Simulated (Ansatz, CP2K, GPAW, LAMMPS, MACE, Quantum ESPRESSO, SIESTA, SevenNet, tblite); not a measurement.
**Other levels on liquid 68TiO2-32SiO2 (mol %) at 3000 K (93 atoms)**

Density of this cell: 2.40 g/cm³. The cell holds 93 atoms: 21 Ti, 10 Si and 62 O. Cell: a = 11.642 Å, b = 11.642 Å, c = 11.642 Å, α = 90.0°, β = 90.0°, γ = 90.0°. 93 atoms (21 Ti, 10 Si, 62 O) placed at random at 3.07 g/cm³, melted at 4000 K for 10 ps at fixed volume with the Morse and Coulomb pair potential with partial charges (Pedone, Malavasi, Menziani, Cormack and Segre, J. Phys. Chem. B 110, 11780 (2006)). Snapshot at the end of a hold of 10 ps at 3000 K and zero pressure.

Geometry: as built.

The reference, a calculation:

```
method                                           : Kohn-Sham DFT, PBE, SSSP efficiency 1.3.0 pseudopotentials, plane waves (Quantum ESPRESSO 7.5); sssp-pbe-1.3.0-efficiency, cutoffs 60/480 Ry, Γ point
r.m.s. force component                           : 2.888 eV/Å
longest force                                    : 11.95 eV/Å
pressure                                         : 5.219 GPa
gap (highest filled to lowest empty level) : 0.6998 eV
time                                             : 11 min on 4 MPI ranks of Arm Neoverse V2, shared host
CPU time                                         : 44 min
```

Runs, in no order:
A. CP2K PBE, SZV-MOLOPT-SR, 800/50 Ry, diagonalisation: Kohn-Sham DFT, PBE, GTH-PBE pseudopotentials, Gaussian and plane waves, SZV-MOLOPT-SR-GTH, diagonalisation
B. MACE MP-0b3 medium potential: machine-learned interatomic potential MACE MP-0b3 medium, trained on PBE(+U) plane-wave data
C. QE PBE, sssp-1.3.0-efficiency, 25/200 Ry: Kohn-Sham DFT, PBE, SSSP efficiency 1.3.0 pseudopotentials, plane waves
D. CP2K PBE, DZVP-MOLOPT-SR, 800/50 Ry, diagonalisation: Kohn-Sham DFT, PBE, GTH-PBE pseudopotentials, Gaussian and plane waves, DZVP-MOLOPT-SR-GTH, diagonalisation

Q: Order them from the smallest to the largest r.m.s. force difference.

D, C, B, A.

| run | Δ force, r.m.s. (meV/Å) | share of r.m.s. force (%) | CPU time |
| --- | --- | --- | --- |
| D. CP2K PBE, DZVP-MOLOPT-SR, 800/50 Ry, diagonalisation | 105 | 3.63 | 10 min |
| C. QE PBE, sssp-1.3.0-efficiency, 25/200 Ry | 160 | 5.54 | 11 min |
| B. MACE MP-0b3 medium potential | 274 | 9.50 | 8.3 s |
| A. CP2K PBE, SZV-MOLOPT-SR, 800/50 Ry, diagonalisation | 1263 | 43.7 | 5.8 min |

Machine-learned potentials mimic data converged in k, so the reference's own k-point error enters their differences. The network of bonds at the start is that of the classical potential that made the cell, and needn't be the one that DFT or experiment would give. The runs have no spin polarisation, so any moments at edges, vacancies or dangling bonds can't form. The electronic-structure runs sample only Γ, in a cell whose shortest periodic width is 12 Å.

[Logs are printed without paths, hosts, clocks, repeated set-up lines and the standing remarks that a program may print on its own settings, such as how far it seeks lower states.]

[Hosts, paths, dates, database ids (printed as entryN), source tags and the programs' standing remarks are cut or masked in the printed files.]
